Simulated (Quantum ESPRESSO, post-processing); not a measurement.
# Os(0001), 4 layers: solver and mixing choices, part 3 of 3

Aim: which eigensolver and mixing brings Os(0001), 4 layers to self-consistency fastest, and whether the result stays the same.

Quantum ESPRESSO 7.5; plane-wave DFT, PBE, PseudoDojo norm-conserving pseudopotentials.

So far. Step 6 (Self-consistent run: david, local-TF mixing, beta 0.7 …): Counted from each run's own zero (the Fermi level), the vacuum level differs from the first run's by -0 meV. Step 7 (Ground state: david, local-TF mixing, beta 0.2, history …): Counted from each run's own zero (the Fermi level), the vacuum level differs from the first run's by +2 meV.

### Step 8. SCF with pw.x: david, local-TF mixing, beta 0.4, history 4

c6.in reads:

```
&control
  prefix = 'c6'
  outdir = './out'
  pseudo_dir = './pseudo'
  calculation = 'scf'
  tprnfor = .true.
/
&system
  ibrav = 0
  nat = 4
  ntyp = 1
  ecutwfc = 66
  ecutrho = 264
  occupations = 'smearing'
  smearing = 'mv'
  degauss = 0.02
  assume_isolated = 'esm'
  esm_bc = 'bc1'
/
&electrons
  conv_thr = 1e-07
  mixing_beta = 0.4
  electron_maxstep = 80
  mixing_mode = 'local-TF'
  diagonalization = 'david'
  mixing_ndim = 4
/
ATOMIC_SPECIES
  Os  190.2300  Os.dojo-sr-pbe-0.4.1-standard.upf
CELL_PARAMETERS angstrom
  2.74000000000000 0.00000000000000 0.00000000000000
  1.37000000000000 2.37290960636936 0.00000000000000
  0.00000000000000 0.00000000000000 22.48969000000000
ATOMIC_POSITIONS crystal
  Os  0.666666666700 0.666666666700 -0.144281446298
  Os  0.000000000000 0.000000000000 -0.048093815433
  Os  0.666666666700 0.666666666700 0.048093815433
  Os  0.000000000000 0.000000000000 0.144281446298
K_POINTS automatic
  12 12 1 0 0 0
```

Started as:

```sh
OMP_NUM_THREADS=1 mpirun -n 4 pw.x -nk 4 -in c6.in > c6.out
```

The program printed:

```text
[banner, memory and clock lines left out]
Program PWSCF v.7.5 starts
[...]
Message from routine setup:
[...]
number of electrons       =        64.00
     number of Kohn-Sham states=           38
     kinetic-energy cutoff     =      66.0000  Ry
     charge density cutoff     =     264.0000  Ry
[...]
number of k points=    19  Marzari-Vanderbilt smearing, width (Ry)=  0.0200
[...]
Dense  grid:    71709 G-vectors     FFT dimensions: (  27,  27, 225)
[...]
negative rho (up, down):  7.236E-05 0.000E+00
     Starting wfcs are   40 randomized atomic wfcs
[...]
negative rho (up, down):  1.301E-08 0.000E+00
[...]
estimated scf accuracy    <       0.29275372 Ry
[...]
estimated scf accuracy    <       0.19040544 Ry
[...]
estimated scf accuracy    <       0.02032506 Ry
[...]
estimated scf accuracy    <       0.01252533 Ry
[...]
estimated scf accuracy    <       0.00379749 Ry
[...]
estimated scf accuracy    <       0.00867195 Ry
[...]
estimated scf accuracy    <       0.00676565 Ry
[...]
estimated scf accuracy    <       0.00456880 Ry
[...]
estimated scf accuracy    <       0.00628950 Ry
[...]
estimated scf accuracy    <       0.00281902 Ry
[...]
estimated scf accuracy    <       0.00198015 Ry
[...]
estimated scf accuracy    <       0.00072758 Ry
[...]
negative rho (up, down):  2.083E-04 0.000E+00
[...]
estimated scf accuracy    <       0.00014230 Ry
[...]
negative rho (up, down):  3.522E-04 0.000E+00
[...]
estimated scf accuracy    <       0.00006516 Ry
[...]
negative rho (up, down):  3.624E-05 0.000E+00
[...]
estimated scf accuracy    <       0.00002806 Ry
[...]
negative rho (up, down):  4.612E-05 0.000E+00
[...]
estimated scf accuracy    <       0.00006414 Ry
[...]
negative rho (up, down):  2.306E-05 0.000E+00
[...]
estimated scf accuracy    <       0.00000238 Ry
[...]
negative rho (up, down):  8.762E-06 0.000E+00
[...]
estimated scf accuracy    <       0.00000405 Ry
[...]
estimated scf accuracy    <       0.00000160 Ry
[...]
negative rho (up, down):  7.868E-06 0.000E+00
[...]
estimated scf accuracy    <       0.00000099 Ry
[...]
negative rho (up, down):  1.293E-05 0.000E+00
[...]
estimated scf accuracy    <       0.00000106 Ry
[...]
negative rho (up, down):  2.097E-05 0.000E+00
[...]
estimated scf accuracy    <       0.00000016 Ry
[...]
the Fermi energy is    -5.4012 ev
!    total energy              =    -809.34172154 Ry
     estimated scf accuracy    <       0.00000003 Ry
     smearing contrib. (-TS)   =       0.00075231 Ry
     internal energy E=F+TS    =    -809.34247385 Ry
[...]
one-electron contribution =   11763.80016006 Ry
     hartree contribution      =   -5908.17462543 Ry
     xc contribution           =    -164.87849452 Ry
     ewald contribution        =   -6500.08951397 Ry
     convergence has been achieved in  23 iterations
[...]
Total force =     0.043677     Total SCF correction =     0.001667
[...]
```

Wall time 2.3 min (4 MPI ranks of Intel Xeon Platinum 8375C at 2.90GHz (Ice Lake), shared host); peak memory 0.57 GiB.

Read from the output:

| Quantity | Value |
| --- | --- |
| Fermi energy | -5.401 eV |
| vacuum line at the lower end of the cell, over the Fermi level | 5.401 eV |
| vacuum line at the upper end of the cell, over the Fermi level | 5.401 eV |

The program's own clock; routines nest. Time by routine:

```
     routine  wall time (s)  calls
       PWSCF          136.3      1
   electrons          133.4      1
     c_bands          108.9     24
     cegterg          89.54    120
       h_psi          73.33   1151
    vloc_psi          60.22   1151
        fftw          59.33  35994
     mix_rho          11.05     24
    sum_band          11.04     24
      calbec           6.74   1171
h_psi:calbec           6.49   1151
  add_vuspsi            6.2   1151
        ffts            5.3   2010
    init_run           2.29      1
```

Counted from each run's own zero (the Fermi level), the vacuum level differs from the first run's by +1 meV.

### Step 9. SCF with pw.x: cg, local-TF mixing, beta 0.4, history 8

c7.in is the input of step 8 with these lines changed:

```diff
@@ -1,3 +1,3 @@
 &control
-  prefix = 'c6'
+  prefix = 'c7'
   outdir = './out'
@@ -24,4 +24,4 @@
   mixing_mode = 'local-TF'
-  diagonalization = 'david'
-  mixing_ndim = 4
+  diagonalization = 'cg'
+  mixing_ndim = 8
 /
```

Started as:

```sh
OMP_NUM_THREADS=1 mpirun -n 4 pw.x -nk 4 -in c7.in > c7.out
```

The program printed:

```text
[banner, memory and clock lines left out]
Program PWSCF v.7.5 starts
[...]
Message from routine setup:
[...]
number of electrons       =        64.00
     number of Kohn-Sham states=           38
     kinetic-energy cutoff     =      66.0000  Ry
     charge density cutoff     =     264.0000  Ry
[...]
number of k points=    19  Marzari-Vanderbilt smearing, width (Ry)=  0.0200
[...]
Dense  grid:    71709 G-vectors     FFT dimensions: (  27,  27, 225)
[...]
negative rho (up, down):  7.236E-05 0.000E+00
     Starting wfcs are   40 randomized atomic wfcs
[...]
negative rho (up, down):  1.416E-08 0.000E+00
[...]
estimated scf accuracy    <       0.30587670 Ry
[...]
estimated scf accuracy    <       0.17328705 Ry
[...]
estimated scf accuracy    <       0.02043674 Ry
[...]
estimated scf accuracy    <       0.00562677 Ry
[...]
estimated scf accuracy    <       0.00432227 Ry
[...]
estimated scf accuracy    <       0.00360659 Ry
[...]
estimated scf accuracy    <       0.00079178 Ry
[...]
estimated scf accuracy    <       0.00053032 Ry
[...]
negative rho (up, down):  2.240E-04 0.000E+00
[...]
estimated scf accuracy    <       0.00032172 Ry
[...]
negative rho (up, down):  8.373E-04 0.000E+00
[...]
estimated scf accuracy    <       0.00011051 Ry
[...]
negative rho (up, down):  7.347E-04 0.000E+00
[...]
estimated scf accuracy    <       0.00002652 Ry
[...]
negative rho (up, down):  3.875E-05 0.000E+00
[...]
estimated scf accuracy    <       0.00000480 Ry
[...]
negative rho (up, down):  2.078E-05 0.000E+00
[...]
estimated scf accuracy    <       0.00000078 Ry
[...]
the Fermi energy is    -5.4009 ev
!    total energy              =    -809.34172090 Ry
     estimated scf accuracy    <       0.00000005 Ry
     smearing contrib. (-TS)   =       0.00075578 Ry
     internal energy E=F+TS    =    -809.34247668 Ry
[...]
one-electron contribution =   11763.82586039 Ry
     hartree contribution      =   -5908.20067901 Ry
     xc contribution           =    -164.87814409 Ry
     ewald contribution        =   -6500.08951397 Ry
     convergence has been achieved in  14 iterations
[...]
Total force =     0.043980     Total SCF correction =     0.002258
[...]
```

Wall time 85 s (4 MPI ranks); peak memory 0.56 GiB; 5.7 min of CPU time.

The program's own clock; routines nest. Time by routine:

```csv
routine,wall time (s),calls
PWSCF,84.42,1
electrons,81.96,1
c_bands,70.62,15
ccgdiagg,55.01,75
h_psi,50.61,6792
hs_1psi,42.95,6722
vloc_psi,28.16,6792
fftw,25.83,21634
calbec,17.55,13534
add_vuspsi,12.79,6792
h_psi:calbec,9.38,6792
wfcrot,8.64,70
s_1psi,8.22,6722
mix_rho,5.15,15
```

Counted from each run's own zero (the Fermi level), the vacuum level differs from the first run's by +1 meV.

### Step 10. SCF with pw.x: ppcg, local-TF mixing, beta 0.4, history 8

c8.in is the input of step 9 with these lines changed:

```diff
@@ -1,3 +1,3 @@
 &control
-  prefix = 'c7'
+  prefix = 'c8'
   outdir = './out'
@@ -24,3 +24,3 @@
   mixing_mode = 'local-TF'
-  diagonalization = 'cg'
+  diagonalization = 'ppcg'
   mixing_ndim = 8
```

Started as:

```sh
OMP_NUM_THREADS=1 mpirun -n 4 pw.x -nk 4 -in c8.in > c8.out
```

The program printed:

```text
[banner, memory and clock lines left out]
Program PWSCF v.7.5 starts

          URL

 %%%%%%%%%%%%%%%%%%%%%%%%%%%%%%%%%%%%%%%%%%%%%%%%%%%%%%%%%%%%%%%%%%%%%%%%%%%%%%
     Error in routine iosys (1):
     PPCG diagonalization not supported anymore (Dec. 2024)
 %%%%%%%%%%%%%%%%%%%%%%%%%%%%%%%%%%%%%%%%%%%%%%%%%%%%%%%%%%%%%%%%%%%%%%%%%%%%%%

     stopping ...
[the rest left out]
```

Run time: 0.6 s. Hardware: 4 MPI ranks; peak memory 0.09 GiB.

The program refused the input before any cycle.

The fault put into the input: an eigensolver that this release has dropped (electrons.diagonalization = "ppcg").

The message: “iosys (1): PPCG diagonalization not supported anymore (Dec. 2024)”. This release no longer has that solver; david, paro or rmm-davidson serve.

### Step 11. SCF with pw.x: paro, local-TF mixing, beta 0.4, history 8

c9.in is the input of step 10 with these lines changed:

```diff
@@ -1,3 +1,3 @@
 &control
-  prefix = 'c8'
+  prefix = 'c9'
   outdir = './out'
@@ -24,3 +24,3 @@
   mixing_mode = 'local-TF'
-  diagonalization = 'ppcg'
+  diagonalization = 'paro'
   mixing_ndim = 8
```

Started as:

```sh
OMP_NUM_THREADS=1 mpirun -n 4 pw.x -nk 4 -in c9.in > c9.out
```

The program printed:

```text
[banner, memory and clock lines left out]
Program PWSCF v.7.5 starts
[...]
Message from routine setup:
[...]
number of electrons       =        64.00
     number of Kohn-Sham states=           38
     kinetic-energy cutoff     =      66.0000  Ry
     charge density cutoff     =     264.0000  Ry
[...]
number of k points=    19  Marzari-Vanderbilt smearing, width (Ry)=  0.0200
[...]
Dense  grid:    71709 G-vectors     FFT dimensions: (  27,  27, 225)
[...]
negative rho (up, down):  7.236E-05 0.000E+00
     Starting wfcs are   40 randomized atomic wfcs
[...]
negative rho (up, down):  1.694E-08 0.000E+00
[...]
estimated scf accuracy    <       0.29836152 Ry
[...]
estimated scf accuracy    <       0.19239625 Ry
[...]
estimated scf accuracy    <       0.05889044 Ry
[...]
estimated scf accuracy    <       0.00500160 Ry
[...]
estimated scf accuracy    <       0.00221253 Ry
[...]
estimated scf accuracy    <       0.00264268 Ry
[...]
estimated scf accuracy    <       0.00185676 Ry
[...]
negative rho (up, down):  3.040E-07 0.000E+00
[...]
estimated scf accuracy    <       0.00042296 Ry
[...]
negative rho (up, down):  4.909E-04 0.000E+00
[...]
estimated scf accuracy    <       0.00074531 Ry
[...]
negative rho (up, down):  7.138E-04 0.000E+00
[...]
estimated scf accuracy    <       0.00024532 Ry
[...]
negative rho (up, down):  4.814E-04 0.000E+00
[...]
estimated scf accuracy    <       0.00008500 Ry
[...]
negative rho (up, down):  4.513E-05 0.000E+00
[...]
estimated scf accuracy    <       0.00002325 Ry
[...]
estimated scf accuracy    <       0.00000116 Ry
[...]
negative rho (up, down):  3.610E-08 0.000E+00
[...]
estimated scf accuracy    <       0.00000317 Ry
[...]
estimated scf accuracy    <       0.00000103 Ry
[...]
the Fermi energy is    -5.4016 ev
!    total energy              =    -809.34172153 Ry
     estimated scf accuracy    <       0.00000008 Ry
     smearing contrib. (-TS)   =       0.00075202 Ry
     internal energy E=F+TS    =    -809.34247355 Ry
[...]
one-electron contribution =   11763.78766634 Ry
     hartree contribution      =   -5908.16222798 Ry
     xc contribution           =    -164.87839794 Ry
     ewald contribution        =   -6500.08951397 Ry
     convergence has been achieved in  16 iterations
[...]
Total force =     0.043990     Total SCF correction =     0.003282
[...]
```

Elapsed: 2.6 min, on 4 MPI ranks; peak memory 0.64 GiB; 10 min of CPU time.

Read from the output:

```
Fermi energy                                                   : -5.402 eV
vacuum line at the lower end of the cell, over the Fermi level : 5.402 eV
vacuum line at the upper end of the cell, over the Fermi level : 5.402 eV
```

The program's own clock; routines nest. Time by routine:

| routine | wall time (s) | calls |
| --- | --- | --- |
| PWSCF | 154.6 | 1 |
| electrons | 152.3 | 1 |
| c_bands | 138.6 | 17 |
| paro_k | 90.69 | 85 |
| h_psi | 63.74 | 1923 |
| vloc_psi | 49.22 | 1923 |
| fftw | 44.18 | 43360 |
| calbec | 7.58 | 1943 |
| h_psi:calbec | 7.4 | 1923 |
| add_vuspsi | 6.65 | 1923 |
| mix_rho | 6.45 | 17 |
| sum_band | 5.9 | 17 |
| ffts | 2.49 | 1500 |
| init_run | 1.35 | 1 |

Counted from each run's own zero (the Fermi level), the vacuum level differs from the first run's by +1 meV.

### Step 12. SCF with pw.x: rmm-davidson, local-TF mixing, beta 0.4, history 8

c10.in is the input of step 11 with these lines changed:

```diff
@@ -1,3 +1,3 @@
 &control
-  prefix = 'c9'
+  prefix = 'c10'
   outdir = './out'
@@ -24,3 +24,3 @@
   mixing_mode = 'local-TF'
-  diagonalization = 'paro'
+  diagonalization = 'rmm-davidson'
   mixing_ndim = 8
```

Started as:

```sh
OMP_NUM_THREADS=1 mpirun -n 4 pw.x -nk 4 -in c10.in > c10.out
```

The program printed:

```text
[banner, memory and clock lines left out]
Program PWSCF v.7.5 starts
[...]
Message from routine setup:
[...]
number of electrons       =        64.00
     number of Kohn-Sham states=           38
     kinetic-energy cutoff     =      66.0000  Ry
     charge density cutoff     =     264.0000  Ry
[...]
number of k points=    19  Marzari-Vanderbilt smearing, width (Ry)=  0.0200
[...]
Dense  grid:    71709 G-vectors     FFT dimensions: (  27,  27, 225)
[...]
negative rho (up, down):  7.236E-05 0.000E+00
     Starting wfcs are   40 randomized atomic wfcs
[...]
negative rho (up, down):  1.301E-08 0.000E+00
[...]
estimated scf accuracy    <       0.29275372 Ry
[...]
estimated scf accuracy    <       0.19040533 Ry
[...]
estimated scf accuracy    <       0.03216763 Ry
[...]
estimated scf accuracy    <       0.00789062 Ry
[...]
estimated scf accuracy    <       0.00151602 Ry
[...]
estimated scf accuracy    <       0.00135458 Ry
[...]
estimated scf accuracy    <       0.00120793 Ry
[...]
negative rho (up, down):  1.781E-03 0.000E+00
[...]
estimated scf accuracy    <       0.00091937 Ry
[...]
negative rho (up, down):  1.804E-03 0.000E+00
[...]
estimated scf accuracy    <       0.00126157 Ry
[...]
estimated scf accuracy    <       0.00118430 Ry
[...]
negative rho (up, down):  1.095E-04 0.000E+00
[...]
estimated scf accuracy    <       0.00010186 Ry
[...]
negative rho (up, down):  9.983E-05 0.000E+00
[...]
estimated scf accuracy    <       0.00013973 Ry
[...]
negative rho (up, down):  8.208E-05 0.000E+00
[...]
estimated scf accuracy    <       0.00010057 Ry
[...]
negative rho (up, down):  9.774E-06 0.000E+00
[...]
estimated scf accuracy    <       0.00000325 Ry
[...]
negative rho (up, down):  6.384E-06 0.000E+00
[...]
estimated scf accuracy    <       0.00000746 Ry
[...]
negative rho (up, down):  4.156E-06 0.000E+00
[...]
estimated scf accuracy    <       0.00000162 Ry
[...]
the Fermi energy is    -5.4023 ev
!    total energy              =    -809.34172144 Ry
     estimated scf accuracy    <       0.00000006 Ry
     smearing contrib. (-TS)   =       0.00075206 Ry
     internal energy E=F+TS    =    -809.34247349 Ry
[...]
one-electron contribution =   11763.84176312 Ry
     hartree contribution      =   -5908.21678152 Ry
     xc contribution           =    -164.87794112 Ry
     ewald contribution        =   -6500.08951397 Ry
     convergence has been achieved in  17 iterations
[...]
Total force =     0.043713     Total SCF correction =     0.001869
[...]
```

It took 69 s on 4 MPI ranks; peak memory 0.72 GiB; 4.6 min of CPU time.

The program's own clock; routines nest. Time by routine:

| routine | wall time (s) | calls |
| --- | --- | --- |
| PWSCF | 67.86 | 1 |
| electrons | 65.45 | 1 |
| c_bands | 51.09 | 18 |
| h_psi | 34.98 | 656 |
| vloc_psi | 28.66 | 656 |
| fftw | 28.3 | 24350 |
| crmmdiagg | 13.4 | 60 |
| wfcrot | 8.93 | 65 |
| mix_rho | 6.96 | 18 |
| sum_band | 6.13 | 18 |
| calbec | 3.31 | 676 |
| h_psi:calbec | 3.13 | 656 |
| ffts | 3 | 1590 |
| add_vuspsi | 2.92 | 656 |

Counted from each run's own zero (the Fermi level), the vacuum level differs from the first run's by +2 meV.

### Step 13. The series side by side

All levels:

```
                                             level  vacuum level over the Fermi level (eV)  its change from the first (meV)  energy from the first (meV an atom)  SCF iterations  wall time (s)  peak memory (GiB)  CPU time (s)
       david, local-TF mixing, beta 0.4, history 8                                     5.4                                0                                    0              23          117.9               0.58         470.8
          david, plain mixing, beta 0.4, history 8                                     5.4                             -0.6                                    0              36          181.9               0.58         726.8
          david, plain mixing, beta 0.7, history 8                                   5.401                                1                              4.76e-4              18          138.2               0.58           551
             david, TF mixing, beta 0.4, history 8                                     5.4                             -0.6                             -6.80e-5              46          242.4               0.58         968.1
       david, local-TF mixing, beta 0.7, history 8                                     5.4                             -0.3                              2.04e-4              24          148.5               0.58         593.4
       david, local-TF mixing, beta 0.2, history 8                                   5.403                              2.5                             -6.80e-5              29          152.5               0.58         609.3
       david, local-TF mixing, beta 0.4, history 4                                   5.401                              0.9                             -6.80e-5              23            137               0.57         547.2
          cg, local-TF mixing, beta 0.4, history 8                                   5.401                              0.6                             0.002109              14          85.08               0.56         339.5
        paro, local-TF mixing, beta 0.4, history 8                                   5.402                              1.3                             -3.40e-5              16          155.2               0.64         620.2
rmm-davidson, local-TF mixing, beta 0.4, history 8                                   5.402                                2                              2.72e-4              17          68.52               0.72         273.3
```

### Step 14. Results

```
fastest                            : rmm-davidson, local-TF mixing, beta 0.4, history 8: 69 s, 17 iterations
slowest that converged             : david, TF mixing, beta 0.4, history 8: 4 min, 46 iterations
fewest iterations                  : cg, local-TF mixing, beta 0.4, history 8: 14
largest change of the vacuum level : 2 meV
```

The fastest choice is rmm-davidson, local-TF mixing, beta 0.4, history 8: 69 s, 17 iterations. The converged runs took 14 to 46 iterations and agree within 3 meV in the vacuum level; counts also move with the parallel layout and the random start, so differences of a few iterations rank nothing. Refused or stopped by an error: ppcg, local-TF mixing, beta 0.4, history 8. The times come from a shared host and are rough. Peak memory is sampled during the run and can miss the peak. The geometry is as built, not relaxed.

[Logs are printed without paths, hosts, clocks, repeated set-up lines and the standing remarks that a program may print on its own settings, such as how far it seeks lower states.]

[Hosts, paths, dates, database ids (printed as entryN), source tags and the programs' standing remarks are cut or masked in the printed files.]

[Maps of the electrostatic potential energy from Ansatz leave out the sawtooth potential of an applied field or a dipole correction, so their vacuum need not be flat; planar profiles and work functions include it.]
